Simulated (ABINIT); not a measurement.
# Beyond one shot: BaZrSe3 (P1)

How far does self-consistency move the gap of BaZrSe3 (P1)?

Calculated with ABINIT 10.8.3; PBEsol and many-body steps on it, plane waves.

This is a report of a sequence of runs, with most program output left out.

**1. Starting point**

The structure is triclinic, space group P1 (No. 1). Conventional cell: a = 5.287 Å, b = 5.296 Å, c = 5.309 Å, α = 89.89°, β = 89.91°, γ = 89.96°. Ba has 12 Se at 3.63 to 3.88 Å nearest. Nearest to Zr lie 6 Se at 2.57 to 2.75 Å. Se has 2 Zr at 2.61 to 2.70 Å and 4 Ba at 3.69 to 3.80 Å nearest. Nearest to Se lie 2 Zr at 2.62 to 2.69 Å and 4 Ba at 3.63 to 3.88 Å. Nearest to Se lie 2 Zr at 2.57 to 2.75 Å and 4 Ba at 3.71 to 3.77 Å. Farther neighbours and most contacts between anions are not listed.

The cell and positions are those that the Materials Project relaxed with its own functionals (PBE, PBE+U or r2SCAN), kept fixed. Spin-orbit coupling is left out unless a step names it.

**2. Empty states on the mesh, 2×2×2 mesh, 202 bands**

This step: ABINIT 10.8.3; DFT, PBEsol, plane waves, norm-conserving pseudopotentials.

The sums over transitions need many empty states on a uniform mesh; this step solves for them.

Contents of run.abi:

```
acell 3*1.0 Angstrom
rprim 
  5.287383000000 -0.000000000000 -0.000000000000
  0.003576000000 5.296392000000 -0.000000000000
  0.007950000000 0.010054000000 5.309462000000
ntypat 3
znucl 56 40 34
natom 5
typat 1 2 3 3 3
xred 
  0.998643000000 0.998478000000 0.998673000000
  0.476578000000 0.490069000000 0.476727000000
  0.488317000000 0.998506000000 0.502693000000
  0.983845000000 0.511636000000 0.518540000000
  0.492614000000 0.501310000000 0.993370000000
pp_dirpath "pseudos"
pseudos "Ba.upf, Zr.upf, Se.upf"
ecut 48
ngkpt 2 2 2
nshiftk 1
shiftk 0 0 0
kptopt 1
chksymbreak 0
iscf -2
irdden 1
istwfk *1
nband 202
nbdbuf 18
tolwfr 1e-09
nstep 60
prtvol 0
indata_prefix "in"
outdata_prefix "out"
tmpdata_prefix "tmp"
```

On the command line:

```console
OMP_NUM_THREADS=1 mpirun -n 8 abinit run.abi > log
```

It took 4.5 min on 8 MPI ranks of Arm Neoverse N1, shared host; peak memory 1.1 GiB.

This step gave:

| Item | Value |
| --- | --- |
| gap | 0.1586 eV |
| k of the valence top | 0.5, 0.5, 0.5 |
| k of the conduction bottom | 0, 0, 0 |
| least direct gap | 0.6966 eV |
| k points computed | 8 |
| lowest point of the top converged band, above the valence top | 45.58 eV |

On this mesh the gap is 0.159 eV.

The density comes from a self-consistent run that is not shown.

**3. Screening, 2×2×2 mesh, 184 bands, screening to 106.1 eV**

The RPA dielectric matrix is built and inverted for each q.

This step: RPA screening on PBEsol, plane waves, norm-conserving pseudopotentials.

run.abi: that of step 2 with these lines changed.

```diff
@@ -23,10 +23,11 @@
 chksymbreak 0
-iscf -2
-irdden 1
 istwfk *1
-nband 202
-nbdbuf 18
-tolwfr 1e-09
-nstep 60
-prtvol 0
+occopt 1
+irdwfk 1
+optdriver 3
+nband 184
+ecuteps 3.9
+inclvkb 2
+awtr 1
+symchi 1
 indata_prefix "in"
```

Wall time 4.6 min (8 MPI ranks); peak memory 6.7 GiB; 36 min of CPU time.

Numbers from this step:

* ε∞ with local fields, on this mesh, along the program's q direction: 24.47
* the same without local fields: 31.14
* plasma frequency: 29.52 eV
* plane waves in the screening matrix: 365

Local fields lower ε∞ by 21 %. On a Γ-centred mesh this coarse the value itself is usually too large, while a short band sum pulls it down.

**4. G0W0**

The self-energy is evaluated for the states that the input lists, and the levels follow from it, in one-shot runs by the linearised quasiparticle equation.

This step: G0W0 on PBEsol, plane waves, norm-conserving pseudopotentials.

run.abi: that of step 3 with these lines changed.

```diff
@@ -26,8 +26,17 @@
 irdwfk 1
-optdriver 3
+optdriver 4
 nband 184
+gwcalctyp 0
+ecutsigx 48
+symsigma 1
+nkptgw 2
+kptgw 
+  0.5000000000 0.5000000000 0.5000000000
+  0.0000000000 0.0000000000 0.0000000000
+bdgw 
+  46 49
+  46 49
 ecuteps 3.9
-inclvkb 2
-awtr 1
-symchi 1
+irdscr 1
+ppmodel 1
 indata_prefix "in"
```

The job ended after 30 s (8 MPI ranks; peak memory 3.4 GiB).

This step gave:

```yaml
g0w0_gap_on_the_points_computed: 0.774 eV
starting_gap_on_the_mesh: 0.1586 eV
k_of_the_valence_top: 0.5, 0.5, 0.5
k_of_the_conduction_bottom: 0, 0, 0
z_at_the_valence_top: 0.784
z_at_the_conduction_bottom: 0.788
least_direct_g0w0_gap_on_the_computed_points: 1.33 eV
```

The gap on the mesh goes from 0.16 eV to 0.77 eV, a correction of +0.62 eV.

**5. evGW0, cycle 1**

This step: evGW0 on PBEsol, plane waves, norm-conserving pseudopotentials.

run.abi: that of step 4 with these lines changed.

```diff
@@ -28,12 +28,24 @@
 nband 184
-gwcalctyp 0
+gwcalctyp 10
 ecutsigx 48
 symsigma 1
-nkptgw 2
+nkptgw 8
 kptgw 
+  0.0000000000 0.0000000000 0.0000000000
+  0.5000000000 0.0000000000 0.0000000000
+  0.0000000000 0.5000000000 0.0000000000
+  0.5000000000 0.5000000000 0.0000000000
+  0.0000000000 0.0000000000 0.5000000000
+  0.5000000000 0.0000000000 0.5000000000
+  0.0000000000 0.5000000000 0.5000000000
   0.5000000000 0.5000000000 0.5000000000
-  0.0000000000 0.0000000000 0.0000000000
 bdgw 
-  46 49
-  46 49
+  39 51
+  39 51
+  39 51
+  39 51
+  39 51
+  39 51
+  39 51
+  39 51
 ecuteps 3.9
```

Run time: 4.8 min. Hardware: 8 MPI ranks; peak memory 6.9 GiB.

Numbers from this step:

```yaml
quasiparticle_gap_on_the_mesh: 0.9380 eV
gap_of_the_density_functional_on_the_mesh: 0.1586 eV
k_of_the_valence_top: 0.5, 0.5, 0.5
k_of_the_conduction_bottom: 0, 0, 0
z_at_the_valence_top: 0.784
z_at_the_conduction_bottom: 0.788
least_direct_quasiparticle_gap_on_the_computed_points: 1.5 eV
```

Against G0W0 in ABINIT (2×2×2 mesh, 184 bands, screening to 106.1 eV, Godby-Needs plasmon pole), the gap moves by +0.164 eV. This first cycle still uses the starting levels; it takes the full correction, at all points of the mesh, and its linearised value is 0.774 eV.

**6. evGW0, cycle 2**

The corrected levels of the last cycle go back in.

run.abi: that of step 5 with these lines changed.

```diff
@@ -53,2 +53,3 @@
 ppmodel 1
+irdqps 1
 indata_prefix "in"
```

Elapsed: 4.9 min, on 8 MPI ranks; peak memory 6.9 GiB.

Numbers from this step:

```
quasiparticle gap on the mesh                         : 0.8790 eV
gap of the density functional on the mesh             : 0.1586 eV
k of the valence top                                  : 0.5, 0.5, 0.5
k of the conduction bottom                            : 0, 0, 0
least direct quasiparticle gap on the computed points : 1.437 eV
```

Against the cycle before, the gap moves by −0.059 eV.

**7. evGW0, cycle 3**

run.abi is that of step 6.

It took 4.7 min on 8 MPI ranks; peak memory 6.9 GiB; 38 min of CPU time.

Numbers from this step:

```yaml
quasiparticle_gap_on_the_mesh: 0.8810 eV
gap_of_the_density_functional_on_the_mesh: 0.1586 eV
k_of_the_valence_top: 0.5, 0.5, 0.5
k_of_the_conduction_bottom: 0, 0, 0
least_direct_quasiparticle_gap_on_the_computed_points: 1.439 eV
```

Against the cycle before, the gap moves by +0.002 eV.

**8. Screening, 2×2×2 mesh, 184 bands, screening to 106.1 eV**

This step: RPA screening on PBEsol, plane waves, norm-conserving pseudopotentials.

Contents of run.abi:

```
acell 3*1.0 Angstrom
rprim 
  5.287383000000 -0.000000000000 -0.000000000000
  0.003576000000 5.296392000000 -0.000000000000
  0.007950000000 0.010054000000 5.309462000000
ntypat 3
znucl 56 40 34
natom 5
typat 1 2 3 3 3
xred 
  0.998643000000 0.998478000000 0.998673000000
  0.476578000000 0.490069000000 0.476727000000
  0.488317000000 0.998506000000 0.502693000000
  0.983845000000 0.511636000000 0.518540000000
  0.492614000000 0.501310000000 0.993370000000
pp_dirpath "pseudos"
pseudos "Ba.upf, Zr.upf, Se.upf"
ecut 48
ngkpt 2 2 2
nshiftk 1
shiftk 0 0 0
kptopt 1
chksymbreak 0
istwfk *1
occopt 1
irdwfk 1
optdriver 3
nband 184
ecuteps 3.9
inclvkb 2
awtr 1
symchi 1
gwcalctyp 10
mbpt_sciss 0.810 eV
nqptdm 1
qptdm 
  0 0 0
indata_prefix "in"
outdata_prefix "out"
tmpdata_prefix "tmp"
```

It took 2.7 min on 8 MPI ranks; peak memory 6.8 GiB.

Numbers from this step:

| Quantity | Value |
| --- | --- |
| ε∞ with local fields, on this mesh, along the program's q direction | 18.01 |
| the same without local fields | 21.46 |
| plasma frequency | 29.52 eV |
| plane waves in the screening matrix | 365 |

This screening uses the functional's bands under a rigid shift, the mean opening of the cycle before.

**9. Screening, 2×2×2 mesh, 184 bands, screening to 106.1 eV**

This step: RPA screening on PBEsol from quasiparticle energies, plane waves, norm-conserving pseudopotentials.

run.abi: that of step 8 with these lines changed.

```diff
@@ -32,7 +32,13 @@
 symchi 1
+irdqps 1
 gwcalctyp 10
-mbpt_sciss 0.810 eV
-nqptdm 1
+nqptdm 7
 qptdm 
-  0 0 0
+  0.5000000000 0.0000000000 0.0000000000
+  0.0000000000 0.5000000000 0.0000000000
+  0.5000000000 0.5000000000 0.0000000000
+  0.0000000000 0.0000000000 0.5000000000
+  0.5000000000 0.0000000000 0.5000000000
+  0.0000000000 0.5000000000 0.5000000000
+  0.5000000000 0.5000000000 0.5000000000
 indata_prefix "in"
```

Contents of mrgscr.stdin:

```
2
merged
q0_SCR
out_SCR
1
```

On the command line:

```console
OMP_NUM_THREADS=1 mpirun -n 8 abinit run.abi > log; mrgscr < mrgscr.stdin
```

The job ended after 2.3 min (8 MPI ranks; peak memory 6 GiB; 18 min of CPU time).

Numbers from this step:

| Item | Value |
| --- | --- |
| plasma frequency | 29.52 eV |
| plane waves in the screening matrix | 365 |

This screening reads the quasiparticle levels of the cycle before.

**10. evGW, cycle 1**

This step: evGW on PBEsol, plane waves, norm-conserving pseudopotentials.

run.abi: that of step 9 with these lines changed.

```diff
@@ -26,12 +26,10 @@
 irdwfk 1
-optdriver 3
+optdriver 4
 nband 184
-ecuteps 3.9
-inclvkb 2
-awtr 1
-symchi 1
-irdqps 1
 gwcalctyp 10
-nqptdm 7
-qptdm 
+ecutsigx 48
+symsigma 1
+nkptgw 8
+kptgw 
+  0.0000000000 0.0000000000 0.0000000000
   0.5000000000 0.0000000000 0.0000000000
@@ -43,2 +41,15 @@
   0.5000000000 0.5000000000 0.5000000000
+bdgw 
+  39 51
+  39 51
+  39 51
+  39 51
+  39 51
+  39 51
+  39 51
+  39 51
+ecuteps 3.9
+irdscr 1
+ppmodel 1
+irdqps 1
 indata_prefix "in"
```

On the command line:

```console
OMP_NUM_THREADS=1 mpirun -n 8 abinit run.abi > log
```

Run time: 4.8 min. Hardware: 8 MPI ranks; peak memory 6.9 GiB.

Numbers from this step:

```
quasiparticle gap on the mesh                         : 1.023 eV
gap of the density functional on the mesh             : 0.1586 eV
k of the valence top                                  : 0.5, 0.5, 0.5
k of the conduction bottom                            : 0, 0, 0
least direct quasiparticle gap on the computed points : 1.576 eV
```

Against G0W0 in ABINIT (2×2×2 mesh, 184 bands, screening to 106.1 eV, Godby-Needs plasmon pole), the gap moves by +0.249 eV.

**11. Screening, 2×2×2 mesh, 184 bands, screening to 106.1 eV**

This step: RPA screening on PBEsol, plane waves, norm-conserving pseudopotentials.

Contents of run.abi:

```
acell 3*1.0 Angstrom
rprim 
  5.287383000000 -0.000000000000 -0.000000000000
  0.003576000000 5.296392000000 -0.000000000000
  0.007950000000 0.010054000000 5.309462000000
ntypat 3
znucl 56 40 34
natom 5
typat 1 2 3 3 3
xred 
  0.998643000000 0.998478000000 0.998673000000
  0.476578000000 0.490069000000 0.476727000000
  0.488317000000 0.998506000000 0.502693000000
  0.983845000000 0.511636000000 0.518540000000
  0.492614000000 0.501310000000 0.993370000000
pp_dirpath "pseudos"
pseudos "Ba.upf, Zr.upf, Se.upf"
ecut 48
ngkpt 2 2 2
nshiftk 1
shiftk 0 0 0
kptopt 1
chksymbreak 0
istwfk *1
occopt 1
irdwfk 1
optdriver 3
nband 184
ecuteps 3.9
inclvkb 2
awtr 1
symchi 1
gwcalctyp 10
mbpt_sciss 1.012 eV
nqptdm 1
qptdm 
  0 0 0
indata_prefix "in"
outdata_prefix "out"
tmpdata_prefix "tmp"
```

The job ended after 2.6 min (8 MPI ranks; peak memory 6.7 GiB; 21 min of CPU time).

This step gave:

- ε∞ with local fields, on this mesh, along the program's q direction: 16.99
- the same without local fields: 20.05
- plasma frequency: 29.52 eV
- plane waves in the screening matrix: 365

This screening uses the functional's bands under a rigid shift, the mean opening of the cycle before.

**12. Screening, 2×2×2 mesh, 184 bands, screening to 106.1 eV**

This step: RPA screening on PBEsol from quasiparticle energies, plane waves, norm-conserving pseudopotentials.

run.abi: that of step 11 with these lines changed.

```diff
@@ -32,7 +32,13 @@
 symchi 1
+irdqps 1
 gwcalctyp 10
-mbpt_sciss 1.012 eV
-nqptdm 1
+nqptdm 7
 qptdm 
-  0 0 0
+  0.5000000000 0.0000000000 0.0000000000
+  0.0000000000 0.5000000000 0.0000000000
+  0.5000000000 0.5000000000 0.0000000000
+  0.0000000000 0.0000000000 0.5000000000
+  0.5000000000 0.0000000000 0.5000000000
+  0.0000000000 0.5000000000 0.5000000000
+  0.5000000000 0.5000000000 0.5000000000
 indata_prefix "in"
```

mrgscr.stdin is that of step 9.

On the command line:

```console
OMP_NUM_THREADS=1 mpirun -n 8 abinit run.abi > log; mrgscr < mrgscr.stdin
```

Wall time 2 min (8 MPI ranks); peak memory 6 GiB.

Numbers from this step:

```yaml
plasma_frequency: 29.52 eV
plane_waves_in_the_screening_matrix: 365
```

This screening reads the quasiparticle levels of the cycle before.

**13. evGW, cycle 2**

This step: evGW on PBEsol, plane waves, norm-conserving pseudopotentials.

run.abi: that of step 12 with these lines changed.

```diff
@@ -26,12 +26,10 @@
 irdwfk 1
-optdriver 3
+optdriver 4
 nband 184
-ecuteps 3.9
-inclvkb 2
-awtr 1
-symchi 1
-irdqps 1
 gwcalctyp 10
-nqptdm 7
-qptdm 
+ecutsigx 48
+symsigma 1
+nkptgw 8
+kptgw 
+  0.0000000000 0.0000000000 0.0000000000
   0.5000000000 0.0000000000 0.0000000000
@@ -43,2 +41,15 @@
   0.5000000000 0.5000000000 0.5000000000
+bdgw 
+  39 51
+  39 51
+  39 51
+  39 51
+  39 51
+  39 51
+  39 51
+  39 51
+ecuteps 3.9
+irdscr 1
+ppmodel 1
+irdqps 1
 indata_prefix "in"
```

On the command line:

```console
OMP_NUM_THREADS=1 mpirun -n 8 abinit run.abi > log
```

Run time: 4.7 min. Hardware: 8 MPI ranks; peak memory 6.9 GiB; 37 min of CPU time.

This step gave:

```
quasiparticle gap on the mesh                         : 1.04 eV
gap of the density functional on the mesh             : 0.1586 eV
k of the valence top                                  : 0.5, 0.5, 0.5
k of the conduction bottom                            : 0, 0, 0
least direct quasiparticle gap on the computed points : 1.594 eV
```

Against the cycle before, the gap moves by +0.017 eV.

**14. Screening, 2×2×2 mesh, 184 bands, screening to 106.1 eV**

This step: RPA screening on PBEsol, plane waves, norm-conserving pseudopotentials.

Contents of run.abi:

```
acell 3*1.0 Angstrom
rprim 
  5.287383000000 -0.000000000000 -0.000000000000
  0.003576000000 5.296392000000 -0.000000000000
  0.007950000000 0.010054000000 5.309462000000
ntypat 3
znucl 56 40 34
natom 5
typat 1 2 3 3 3
xred 
  0.998643000000 0.998478000000 0.998673000000
  0.476578000000 0.490069000000 0.476727000000
  0.488317000000 0.998506000000 0.502693000000
  0.983845000000 0.511636000000 0.518540000000
  0.492614000000 0.501310000000 0.993370000000
pp_dirpath "pseudos"
pseudos "Ba.upf, Zr.upf, Se.upf"
ecut 48
ngkpt 2 2 2
nshiftk 1
shiftk 0 0 0
kptopt 1
chksymbreak 0
istwfk *1
occopt 1
irdwfk 1
optdriver 3
nband 184
ecuteps 3.9
inclvkb 2
awtr 1
symchi 1
gwcalctyp 10
mbpt_sciss 1.028 eV
nqptdm 1
qptdm 
  0 0 0
indata_prefix "in"
outdata_prefix "out"
tmpdata_prefix "tmp"
```

Elapsed: 2.6 min, on 8 MPI ranks; peak memory 6.7 GiB.

This step gave:

- ε∞ with local fields, on this mesh, along the program's q direction: 16.92
- the same without local fields: 19.95
- plasma frequency: 29.52 eV
- plane waves in the screening matrix: 365

This screening uses the functional's bands under a rigid shift, the mean opening of the cycle before.

**15. Screening, 2×2×2 mesh, 184 bands, screening to 106.1 eV**

This step: RPA screening on PBEsol from quasiparticle energies, plane waves, norm-conserving pseudopotentials.

run.abi: that of step 14 with these lines changed.

```diff
@@ -32,7 +32,13 @@
 symchi 1
+irdqps 1
 gwcalctyp 10
-mbpt_sciss 1.028 eV
-nqptdm 1
+nqptdm 7
 qptdm 
-  0 0 0
+  0.5000000000 0.0000000000 0.0000000000
+  0.0000000000 0.5000000000 0.0000000000
+  0.5000000000 0.5000000000 0.0000000000
+  0.0000000000 0.0000000000 0.5000000000
+  0.5000000000 0.0000000000 0.5000000000
+  0.0000000000 0.5000000000 0.5000000000
+  0.5000000000 0.5000000000 0.5000000000
 indata_prefix "in"
```

mrgscr.stdin is that of step 12.

On the command line:

```console
OMP_NUM_THREADS=1 mpirun -n 8 abinit run.abi > log; mrgscr < mrgscr.stdin
```

The job ended after 1.8 min (8 MPI ranks; peak memory 6 GiB; 15 min of CPU time).

This step gave:

```yaml
plasma_frequency: 29.52 eV
plane_waves_in_the_screening_matrix: 365
```

This screening reads the quasiparticle levels of the cycle before.

**16. evGW, cycle 3**

This step: evGW on PBEsol, plane waves, norm-conserving pseudopotentials.

run.abi: that of step 15 with these lines changed.

```diff
@@ -26,12 +26,10 @@
 irdwfk 1
-optdriver 3
+optdriver 4
 nband 184
-ecuteps 3.9
-inclvkb 2
-awtr 1
-symchi 1
-irdqps 1
 gwcalctyp 10
-nqptdm 7
-qptdm 
+ecutsigx 48
+symsigma 1
+nkptgw 8
+kptgw 
+  0.0000000000 0.0000000000 0.0000000000
   0.5000000000 0.0000000000 0.0000000000
@@ -43,2 +41,15 @@
   0.5000000000 0.5000000000 0.5000000000
+bdgw 
+  39 51
+  39 51
+  39 51
+  39 51
+  39 51
+  39 51
+  39 51
+  39 51
+ecuteps 3.9
+irdscr 1
+ppmodel 1
+irdqps 1
 indata_prefix "in"
```

On the command line:

```console
OMP_NUM_THREADS=1 mpirun -n 8 abinit run.abi > log
```

Wall time 4.6 min (8 MPI ranks); peak memory 6.9 GiB; 36 min of CPU time.

Numbers from this step:

```yaml
quasiparticle_gap_on_the_mesh: 1.04 eV
gap_of_the_density_functional_on_the_mesh: 0.1586 eV
k_of_the_valence_top: 0.5, 0.5, 0.5
k_of_the_conduction_bottom: 0, 0, 0
least_direct_quasiparticle_gap_on_the_computed_points: 1.593 eV
```

Against the cycle before, the gap moves by +0.000 eV.

**17. Side by side**

Times are wall times on 8 MPI ranks of Arm Neoverse N1, shared host, good to a factor of about two. A run's time includes the screening step that it read.

```tsv
run	mesh	bands	screening cutoff (eV)	DFT gap (eV)	gap on the mesh (eV)	direct (eV)	ε∞ used	time
G0W0	2×2×2	184	106.1	0.159	0.774	1.330	24.47	5.1 min
evGW0, cycle 1	2×2×2	184	106.1	0.159	0.938	1.500	24.47	9.3 min
evGW0, cycle 2	2×2×2	184	106.1	0.159	0.879	1.437	24.47	9.4 min
evGW0, cycle 3	2×2×2	184	106.1	0.159	0.881	1.439	24.47	9.3 min
evGW, cycle 1	2×2×2	184	106.1	0.159	1.023	1.576	18.01	9.7 min
evGW, cycle 2	2×2×2	184	106.1	0.159	1.040	1.594	16.99	9.3 min
evGW, cycle 3	2×2×2	184	106.1	0.159	1.040	1.593	16.92	9 min
```

**18. Summary of results**

| Property | Result |
| --- | --- |
| G0W0 | 0.774 eV |
| evGW0, cycle 1 | 0.938 eV |
| evGW0, cycle 2 | 0.879 eV |
| evGW0, cycle 3 | 0.881 eV |
| evGW, cycle 1 | 1.023 eV |
| evGW, cycle 2 | 1.040 eV |
| evGW, cycle 3 | 1.040 eV |
| known limits | not at the basis limit; no spin-orbit coupling; coarse k mesh |

In words: Only the bands that the input lists are updated; the others, empty or deep, keep the functional's energies or take a rigid shift. The evGW loop starts from the last levels of evGW0, so its cycles and time come on top of those. evGW0 ends at 0.88 eV, +0.11 eV from G0W0, after 3 cycles that took 14 min beside the first screening; the last moved the gap by 0.002 eV. evGW ends at 1.04 eV, +0.27 eV from G0W0, after 3 cycles that took 28 min beside the first screening; the last moved the gap by 0.000 eV. The first cycle of evGW0 takes the full correction, without the factor Z, so it overshoots the one-shot value. Bands and cutoff are finite, so the gap is not at the basis limit. The miss can reach some tenths of an eV and take either sign; the mesh is an error of its own. The 2×2×2 mesh is coarse for this cell, which bears on the long-range parts of exchange and screening. In the updated screening the q = 0 part is built from Kohn-Sham bands under a rigid shift, the other q from the quasiparticle levels. The many-body steps are scalar-relativistic: spin-orbit coupling is not in them.

[Paths, hosts, dates, memory and timing lines, banners, echoed tables and standing remarks are left out of the program output.]

[Logs are printed without paths, hosts, clocks, repeated set-up lines and the standing remarks that a program may print on its own settings, such as how far it seeks lower states.]

[Runs of the session that timed out or met a known fault of the program may be left out.]

[Hosts, paths, dates, database ids (printed as entryN), source tags and the programs' standing remarks are cut or masked in the printed files.]

[G0W0 gaps are taken among the corrected bands and points alone; a level outside them can change the order at an edge.]

[Where Ansatz stands beside ABINIT at settings called matched, ABINIT's density can come from a denser mesh and the files from another edition; pairs whose starting gaps differed by over 0.03 eV were left out, so agreement reads better than it is.]
